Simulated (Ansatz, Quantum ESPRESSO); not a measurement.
# bismuthene, 1 layer: the gap on the mesh at a withheld member of a series

**Set-up.** Quantum ESPRESSO 7.5, PBE, SG15 norm-conserving. Cell and atoms are relaxed under PBE (GBRV files) and held. Screened hybrids with norm-conserving files, screening 0.106 per bohr, fixed occupations, a 9×9×1 mesh with exchange on 3×3×1 q points. Levels count from the potential in the middle of the vacuum. The series steps the share of short-range exact exchange (0.25 is HSE06, 0 is PBE).

| share of short-range exact exchange | gap on the mesh (eV) |
| --- | --- |
| 0 | 0.549 |
| 0.1 | 0.798 |
| 0.15 | 0.928 |
| 0.2 | 1.061 |
| 0.25 | 1.198 |
| 0.4 | 1.629 |

One more run was made and is withheld. What is the gap on the mesh at 0.3?

**Fit.** The rows at 0.25 and 0.4 give a slope of (1.629 − (1.198))/(0.4 − (0.25)) = 2.873, so a straight line gives 1.342 eV. A parabola through these and the row at 0.2 gives 1.338 eV.

What the calculation gave: 1.339 eV. The line misses by +0.003 and the parabola by −0.001 eV. Both misses are under 5 % of the step from the nearer row.

**Limits.** Gaps are those of the mesh; no spin-orbit coupling; the q mesh was not tested; the geometry stays that of PBE.
